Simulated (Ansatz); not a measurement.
**AlNi (Pm-3m): thermal expansion from first principles**

How much does AlNi expand with temperature?

Experimental results on record:
- heat capacity C_P per formula unit 45.9 J/mol/K near room temperature (given in “High-Throughput Prediction of Finite-Temperature Properties using the Quasi-Harmonic Approximation”, 2016, arXiv:1603.06924)

Method: DFT PBEsol, scalar-relativistic, plane waves, PAW, in the first sound run; inputs show where later runs differ, in Ansatz 0.2.0.

Report form: the programs' logs are mostly left out.

The database entry behind the starting cell differs from later determinations by our own check (about 0.2 % short), so it need not match the best structure at ambient conditions.

## (1) Set-up

The structure is cubic, space group Pm-3m (No. 221). Conventional cell: a = 2.881 Å, b = 2.881 Å, c = 2.881 Å, α = 90.00°, β = 90.00°, γ = 90.00°. Nearest to Al lie 8 Ni at 2.50 Å. Nearest to Ni lie 8 Al at 2.50 Å. Farther neighbours are not listed.

Coordinates:

```cif
data_structure
_symmetry_space_group_name_H-M 'P 1'
_symmetry_Int_Tables_number 1
_cell_length_a 2.8810
_cell_length_b 2.8810
_cell_length_c 2.8810
_cell_angle_alpha 90.000
_cell_angle_beta 90.000
_cell_angle_gamma 90.000
_cell_volume 23.91
loop_
_atom_site_label
_atom_site_type_symbol
_atom_site_fract_x
_atom_site_fract_y
_atom_site_fract_z
_atom_site_occupancy
Al1 Al 0.00000 0.00000 0.00000 1
Ni2 Ni 0.50000 0.50000 0.50000 1
```

## (2) A first coarse run

Before spending time, one coarse run tells the gap and the pressure of the starting cell.

Contents of input.yaml:

```yaml
crystal:
  lattice:
    - [2.881, 0.0, 0.0]
    - [0.0, 2.881, 0.0]
    - [0.0, 0.0, 2.881]
  atoms:
    - { symbol: Al, position: [0.0, 0.0, 0.0] }
    - { symbol: Ni, position: [0.5, 0.5, 0.5] }
kpoints:
  mp_grid: { grid: [6, 6, 6] }
hamiltonian:
  xc: pbesol
scf:
  occupations: { method: gaussian, width: 0.1 }
  lower_state_search: "off"
output:
  forces: true
  stress: true
  eigenvalues: true
```

Run with:

```console
$ ansatz run input.yaml --threads 8 --pin off --max-ram 16384MiB --backend cpu --events-out ev --progress --plain --runs-dir out
```

It took 0.35 s on 8 threads of Arm Neoverse V1, shared host; peak memory 0.28 GiB; 1.1 s of CPU time.

This run has no spin polarisation, although Ni can carry a moment.

Numbers from this step:

* pressure: -2.990 GPa
* volume per atom: 11.96 Å³/atom
* gap on the k-mesh: 0 eV

The start is under -3.0 GPa at this level and looks like a metal on this mesh.

## (3) Relaxation

The vibrations must be taken about the equilibrium of this functional, not about the starting cell, so the structure is relaxed.

input.yaml, the sections that differ from step 2:

```yaml
kpoints:
  mp_grid: { grid: [14, 14, 14] }
output:
  forces: true
  stress: true
  eigenvalues: true
  write_density: true
  write_potential: true
  elf: true
  volumetric_format: npy
relax:
  adjacent_minimum: "off"
  f_tol: 0.005
  max_steps: 80
  cell: { stress_tol: 0.05 }
# crystal, hamiltonian, scf: as in step 2
```

Elapsed: 2.2 s, on 8 threads; peak memory 0.37 GiB; 12 s of CPU time.

Step by step:

```tsv
step	energy less that of the first step (eV)	largest force component (eV/Å)	pressure (GPa)	volume (Å³)
1	0.0000	0.0000	-3.23	23.91
2	-0.0041	0.0000	-1.28	23.63
3	-0.0049	0.0000	0.04	23.45
4*	-0.0047	0.0000	0.04	23.45
```

Relaxation steps marked * repeat the geometry before them on a plane-wave basis chosen anew for their cell, so energy and pressure can jump there.

Forces are held to the 48 operations that the run works with; a distortion that breaks them can't arise in this run.

```tsv
conventional cell, symmetrised	before	after	change
a (Å)	2.881	2.862	-0.7 %
b (Å)	2.881	2.862	-0.7 %
c (Å)	2.881	2.862	-0.7 %
volume (Å³/atom)	11.96	11.72	-1.9 %
```

Final coordinates:

```
Al Ni
1.0
     2.86217    0.00000    0.00000
     0.00000    2.86217    0.00000
     0.00000    0.00000    2.86217
Al Ni
1 1
Direct
  0.00000 0.00000 0.00000
  0.50000 0.50000 0.50000
```

This step gave:

- pressure: 0.03610 GPa
- volume per atom: 11.72 Å³/atom

Valence density in the ac plane at fractional y = 0.500, with atoms of Ni within 0.2 Å of it. It is the smooth field of the valence electrons, not physical close to the nuclei.

Values in e/Å³, 15 rows by 15 columns:
```
 0  0  0  0  0  0  0  0  0  0  0  0  0  0  0
 0  0  0  0  0  0  0  0  0  0  0  0  0  0  0
 0  0  0  0  0  0  1  1  1  1  0  0  0  0  0
 0  0  0  0  1  1  2  2  2  2  1  1  0  0  0
 0  0  0  0  1  2  5  8  8  5  2  1  0  0  0
 0  0  0  1  2  5 14 25 25 14  5  2  1  0  0
 0  0  0  1  2  8 25 47 47 25  8  2  1  0  0
 0  0  0  1  2  8 25 47 47 25  8  2  1  0  0
 0  0  0  1  2  5 14 25 25 14  5  2  1  0  0
 0  0  0  0  1  2  5  8  8  5  2  1  0  0  0
 0  0  0  0  1  1  2  2  2  2  1  1  0  0  0
 0  0  0  0  0  0  1  1  1  1  0  0  0  0  0
 0  0  0  0  0  0  0  0  0  0  0  0  0  0  0
 0  0  0  0  0  0  0  0  0  0  0  0  0  0  0
 0  0  0  0  0  0  0  0  0  0  0  0  0  0  0
```
Columns run along a (2.9 Å), rows up along c (2.9 Å). Atoms in or near the plane, at fractional coordinates: Ni at (0.50, 0.50).

Electrostatic potential energy in the ac plane at fractional y = 0.500, with atoms of Ni within 0.2 Å of it. With pseudopotentials it is smooth inside the atoms' cores, unlike the true potential.

Values in eV, 15 rows by 15 columns:
```
 13  14  14  14  15  15  15  15  15  15  15  15  14  14  14
 14  14  14  14  14  13  13  12  12  13  13  14  14  14  14
 15  14  14  13  12   9   5   1   1   5   9  12  13  14  14
 15  15  14  12   7  -3 -14 -20 -20 -14  -3   7  12  14  15
 15  15  13   9  -3 -20 -34 -41 -41 -34 -20  -3   9  13  15
 16  15  13   5 -14 -34 -48 -55 -55 -48 -34 -14   5  13  15
 16  15  12   1 -20 -41 -55 -55 -55 -55 -41 -20   1  12  15
 16  15  12   1 -20 -41 -55 -55 -55 -55 -41 -20   1  12  15
 16  15  13   5 -14 -34 -48 -55 -55 -48 -34 -14   5  13  15
 15  15  13   9  -3 -20 -34 -41 -41 -34 -20  -3   9  13  15
 15  15  14  12   7  -3 -14 -20 -20 -14  -3   7  12  14  15
 15  14  14  13  12   9   5   1   1   5   9  12  13  14  14
 14  14  14  14  14  13  13  12  12  13  13  14  14  14  14
 13  14  14  14  15  15  15  15  15  15  15  15  14  14  14
 13  13  14  15  15  15  16  16  16  16  15  15  15  14  13
```
Columns run along a (2.9 Å; values clipped at the 3rd and 97th percentile), rows up along c (2.9 Å). Atoms in or near the plane, at fractional coordinates: Ni at (0.50, 0.50).

ELF in the ac plane at fractional y = 0.500, with atoms of Ni within 0.2 Å of it. It is the smooth field of the valence electrons, not physical close to the nuclei.

Values, 15 rows by 15 columns:
```
0.50 0.49 0.48 0.45 0.40 0.35 0.30 0.28 0.28 0.30 0.35 0.40 0.45 0.48 0.49
0.48 0.48 0.45 0.39 0.32 0.25 0.21 0.19 0.19 0.21 0.25 0.32 0.39 0.45 0.48
0.46 0.45 0.39 0.31 0.23 0.19 0.18 0.18 0.18 0.18 0.19 0.23 0.31 0.39 0.45
0.43 0.40 0.32 0.23 0.19 0.21 0.23 0.25 0.25 0.23 0.21 0.19 0.23 0.32 0.40
0.39 0.35 0.25 0.19 0.21 0.26 0.32 0.36 0.36 0.32 0.26 0.21 0.19 0.25 0.35
0.36 0.30 0.21 0.18 0.23 0.32 0.43 0.52 0.52 0.43 0.32 0.23 0.18 0.21 0.30
0.34 0.28 0.19 0.18 0.25 0.36 0.52 0.66 0.66 0.52 0.36 0.25 0.18 0.19 0.28
0.34 0.28 0.19 0.18 0.25 0.36 0.52 0.66 0.66 0.52 0.36 0.25 0.18 0.19 0.28
0.36 0.30 0.21 0.18 0.23 0.32 0.43 0.52 0.52 0.43 0.32 0.23 0.18 0.21 0.30
0.39 0.35 0.25 0.19 0.21 0.26 0.32 0.36 0.36 0.32 0.26 0.21 0.19 0.25 0.35
0.43 0.40 0.32 0.23 0.19 0.21 0.23 0.25 0.25 0.23 0.21 0.19 0.23 0.32 0.40
0.46 0.45 0.39 0.31 0.23 0.19 0.18 0.18 0.18 0.18 0.19 0.23 0.31 0.39 0.45
0.48 0.48 0.45 0.39 0.32 0.25 0.21 0.19 0.19 0.21 0.25 0.32 0.39 0.45 0.48
0.50 0.49 0.48 0.45 0.40 0.35 0.30 0.28 0.28 0.30 0.35 0.40 0.45 0.48 0.49
0.50 0.50 0.48 0.46 0.43 0.39 0.36 0.34 0.34 0.36 0.39 0.43 0.46 0.48 0.50
```
Columns run along a (2.9 Å), rows up along c (2.9 Å). Atoms in or near the plane, at fractional coordinates: Ni at (0.50, 0.50).

The relaxation ends with a pressure of 0.04 GPa.

## (4) Tight relaxation

The thresholds are tightened for a last relaxation ahead of the phonons, and where mesh or smearing change with them the cell follows.

Contents of input.yaml:

```yaml
crystal:
  lattice:
    - [2.8621655257, 0.0, 0.0]
    - [0.0, 2.8621655257, 0.0]
    - [0.0, 0.0, 2.8621655257]
  atoms:
    - { symbol: Al, position: [0.0, 0.0, 0.0] }
    - { symbol: Ni, position: [0.5, 0.5, 0.5] }
kpoints:
  mp_grid: { grid: [16, 16, 16] }
hamiltonian:
  xc: pbesol
scf:
  occupations: { method: methfessel_paxton, width: 0.2 }
  lower_state_search: "off"
output:
  forces: true
  stress: true
  eigenvalues: true
relax:
  adjacent_minimum: "off"
  f_tol: 0.001
  max_steps: 60
  cell: { stress_tol: 0.01 }
```

It took 2.4 s on 8 threads; peak memory 0.39 GiB.

Little changed from the start: no atom moved by 0.005 Å and no cell edge by 0.1 %.

This step gave:

```yaml
pressure: -1.69e-4 GPa
```

The residual pressure is -1.7e-4 GPa, small enough for phonons.

## (5) The quasi-harmonic study, functional PBEsol

Thermal expansion follows from how the free energy of the vibrations (and of the electrons in a metal) changes with strain, so the program makes strained cells, their phonons and a fit in one run.

input.yaml, the sections that differ from step 4:

```yaml
crystal:
  lattice:
    - [2.862022471, 0.0, 0.0]
    - [0.0, 2.862022471, 0.0]
    - [0.0, 0.0, 2.862022471]
  atoms:
    - { symbol: Al, position: [0.0, 0.0, 0.0] }
    - { symbol: Ni, position: [0.5, 0.5, 0.5] }
output:
  eigenvalues: true
phonons:
  method: dfpt
  qmesh: [4, 4, 4]
  temperatures: { t_max: 900.0, t_step: 50 }
  thermal_expansion: {}
# kpoints, hamiltonian, scf: as in step 4
# relax: removed
```

Run time: 20 min. Hardware: 8 threads; peak memory 2.6 GiB.

This step gave:

```
pressure                                         : -0.002348 GPa
volume expansion coefficient at 298 K            : 38.38 1e-6/K
C_P at 298 K                                     : 23.12 J/mol-atom/K
entropy at 298 K                                 : 26.57 J/mol-atom/K
isothermal bulk modulus at 298 K                 : 162.5 GPa
Grüneisen parameter at 298 K                     : 1.974
volume at 298 K                                  : 11.88 Å³/atom
principal linear expansion coefficients at 298 K : 12.8, 12.8, 12.8 1e-6/K
```

Strained cells of the study; zero-point energy where phonons were solved; the pressures are stresses at a fixed cutoff and can carry an offset from the finite basis. Expansion cells, by row:

```tsv
cell	|a| (Å)	|b| (Å)	|c| (Å)	V (Å³/atom)	E - E_lowest (meV/atom)	pressure, compression positive (GPa)	gap (eV)	zero-point energy (meV/atom)
1	2.862	2.862	2.862	11.72	0	-0.031	-	-
2	2.885	2.885	2.885	12.01	3.558	-3.963	-	-
3	2.839	2.839	2.839	11.44	3.686	4.33	-	-
4	2.862	2.862	2.862	11.72	0	-0.068	-	43.38
5	2.877	2.877	2.877	11.9	1.444	-2.574	-	42.16
6	2.896	2.896	2.896	12.15	7.941	-5.781	-	40.48
7	2.914	2.914	2.914	12.37	17.55	-8.311	-	39.04
8	2.834	2.834	2.834	11.38	5.722	5.458	-	-
9	2.848	2.848	2.848	11.55	1.393	2.607	-	-
10	2.937	2.937	2.937	12.67	35.96	-11.39	-	-
```

Quasi-harmonic; a, b, c are the run's own cell vectors. Expansion, by row:

```tsv
T (K)	a (Å)	b (Å)	c (Å)	alpha (deg)	beta (deg)	gamma (deg)	cell volume (Å³/cell)	alpha_a (1e-6/K)	alpha_b (1e-6/K)	alpha_c (1e-6/K)	alpha_V (1e-6/K)	C_P (J/mol-atom/K)	C_V (J/mol-atom/K)	S (J/mol-atom/K)	B_T (GPa)	B_S (GPa)	Grueneisen	extrapolation	fit error (1e-6/K)
0	2.868	2.868	2.868	90	90	90	23.6	0	0	0	0	0	0	0	170	170	-	0	0
50	2.868	2.868	2.868	90	90	90	23.6	2.2	2.2	2.2	6.59	3.918	3.915	1.437	169.8	169.9	2.032	0	0
100	2.869	2.869	2.869	90	90	90	23.61	6.55	6.55	6.55	19.64	11.78	11.73	6.666	168.9	169.6	2.011	0	0
150	2.87	2.87	2.87	90	90	90	23.64	9.38	9.38	9.38	28.15	17.05	16.91	12.53	167.5	168.9	1.986	0	0
200	2.872	2.872	2.872	90	90	90	23.68	11.06	11.06	11.06	33.18	20.12	19.86	17.89	165.9	168.1	1.976	0	0.01
250	2.873	2.873	2.873	90	90	90	23.72	12.1	12.1	12.1	36.31	21.96	21.58	22.6	164.2	167.1	1.974	0	0.01
298.1	2.875	2.875	2.875	90	90	90	23.76	12.8	12.8	12.8	38.39	23.12	22.61	26.57	162.5	166.2	1.974	0	0.01
300	2.875	2.875	2.875	90	90	90	23.77	12.82	12.82	12.82	38.45	23.16	22.64	26.72	162.4	166.1	1.974	0	0.01
350	2.877	2.877	2.877	90	90	90	23.81	13.35	13.35	13.35	40.06	23.99	23.34	30.35	160.7	165.1	1.977	0	0.01
400	2.879	2.879	2.879	90	90	90	23.86	13.79	13.79	13.79	41.36	24.62	23.84	33.6	158.8	164	1.98	0	0.01
450	2.881	2.881	2.881	90	90	90	23.91	14.16	14.16	14.16	42.49	25.12	24.2	36.53	157	162.9	1.984	0	0.01
500	2.883	2.883	2.883	90	90	90	23.96	14.5	14.5	14.5	43.51	25.54	24.48	39.2	155.1	161.8	1.989	0	0.01
550	2.885	2.885	2.885	90	90	90	24.01	14.82	14.82	14.82	44.47	25.9	24.7	41.65	153.1	160.6	1.994	0	0.01
600	2.887	2.887	2.887	90	90	90	24.07	15.13	15.13	15.13	45.4	26.24	24.88	43.91	151.2	159.4	1.999	0	0.01
650	2.889	2.889	2.889	90	90	90	24.12	15.44	15.44	15.44	46.32	26.55	25.04	46.03	149.2	158.2	2.005	0	0.01
700	2.892	2.892	2.892	90	90	90	24.18	15.75	15.75	15.75	47.24	26.85	25.18	48.01	147.2	157	2.011	0	0.02
750	2.894	2.894	2.894	90	90	90	24.24	16.06	16.06	16.06	48.17	27.14	25.3	49.87	145.2	155.7	2.017	0	0.02
800	2.896	2.896	2.896	90	90	90	24.3	16.38	16.38	16.38	49.13	27.44	25.41	51.63	143.1	154.5	2.023	0	0.01
850	2.899	2.899	2.899	90	90	90	24.36	16.7	16.7	16.7	50.11	27.73	25.52	53.3	141	153.2	2.03	0	0.02
900	2.901	2.901	2.901	90	90	90	24.42	17.04	17.04	17.04	51.13	28.02	25.62	54.9	138.8	151.8	2.037	0	0.02
```

The expansion coefficient by temperature; values in 1e-6/K:

```tsv
temperature (K)	volume	principal 1
0	0	0
50	6.59	2.2
100	19.6	6.55
150	28.1	9.38
200	33.2	11.1
250	36.3	12.1
298	38.4	12.8
300	38.5	12.8
350	40.1	13.3
400	41.4	13.8
450	42.5	14.2
500	43.5	14.5
550	44.5	14.8
600	45.4	15.1
650	46.3	15.4
700	47.2	15.8
750	48.2	16.1
800	49.1	16.4
850	50.1	16.7
900	51.1	17.0
```

At 298 K the volume expansion is 38.4 × 10⁻⁶/K and B_T is 163 GPa. The program raised the cutoff to 487.2 eV by itself: with no cutoff typed, the study takes about 1.16 times the default for its relaxations and scales it with the volume for the phonons.

## (6) Relaxing at another setting

The functional, the potentials or the cutoff change, so the crystal is relaxed again at the new setting.

This step: DFT PBE+D3(BJ), scalar-relativistic, plane waves, PAW (Ansatz 0.2.0).

input.yaml, the sections that differ from step 5:

```yaml
hamiltonian:
  xc: pbe
  dispersion: d3bj
output:
  forces: true
  stress: true
  eigenvalues: true
relax:
  adjacent_minimum: "off"
  f_tol: 0.001
  max_steps: 60
  cell: { stress_tol: 0.01 }
# crystal, kpoints, scf: as in step 5
# phonons: removed
```

It took 2.3 s on 8 threads; peak memory 0.39 GiB; 14 s of CPU time.

Step by step:

```tsv
step	energy less that of the first step (eV)	largest force component (eV/Å)	pressure (GPa)	volume (Å³)
1	0.0000	0.0000	-0.89	23.44
2	-0.0003	0.0000	-0.38	23.37
3	-0.0004	0.0000	0.00	23.32
4*	-0.0003	0.0000	0.00	23.32
```

Relaxation steps marked * repeat the geometry before them on a plane-wave basis chosen anew for their cell, so energy and pressure can jump there.

Forces are held to the 48 operations that the run works with; a distortion that breaks them can't arise in this run.

```tsv
conventional cell, symmetrised	before	after	change
a (Å)	2.862	2.857	-0.2 %
b (Å)	2.862	2.857	-0.2 %
c (Å)	2.862	2.857	-0.2 %
volume (Å³/atom)	11.72	11.66	-0.5 %
```

The relaxed structure:

```xyz
2
Lattice="2.8570 0.0000 0.0000 0.0000 2.8570 0.0000 0.0000 0.0000 2.8570" Properties=species:S:1:pos:R:3 pbc="T T T"
Al    0.0000    0.0000    0.0000
Ni    1.4285    1.4285    1.4285
```

Numbers from this step:

- pressure: 0.004578 GPa
- volume per atom: 11.66 Å³/atom

The residual pressure is 0.0046 GPa, small enough for phonons.

(Part 1 of 2 ends here.)

[Logs are printed without paths, hosts, clocks, repeated set-up lines and the standing remarks that a program may print on its own settings, such as how far it seeks lower states.]

[Hosts, paths, dates, database ids (printed as entryN), source tags and the programs' standing remarks are cut or masked in the printed files.]

[A step with changed settings may run another functional than the one named; its input shows which.]
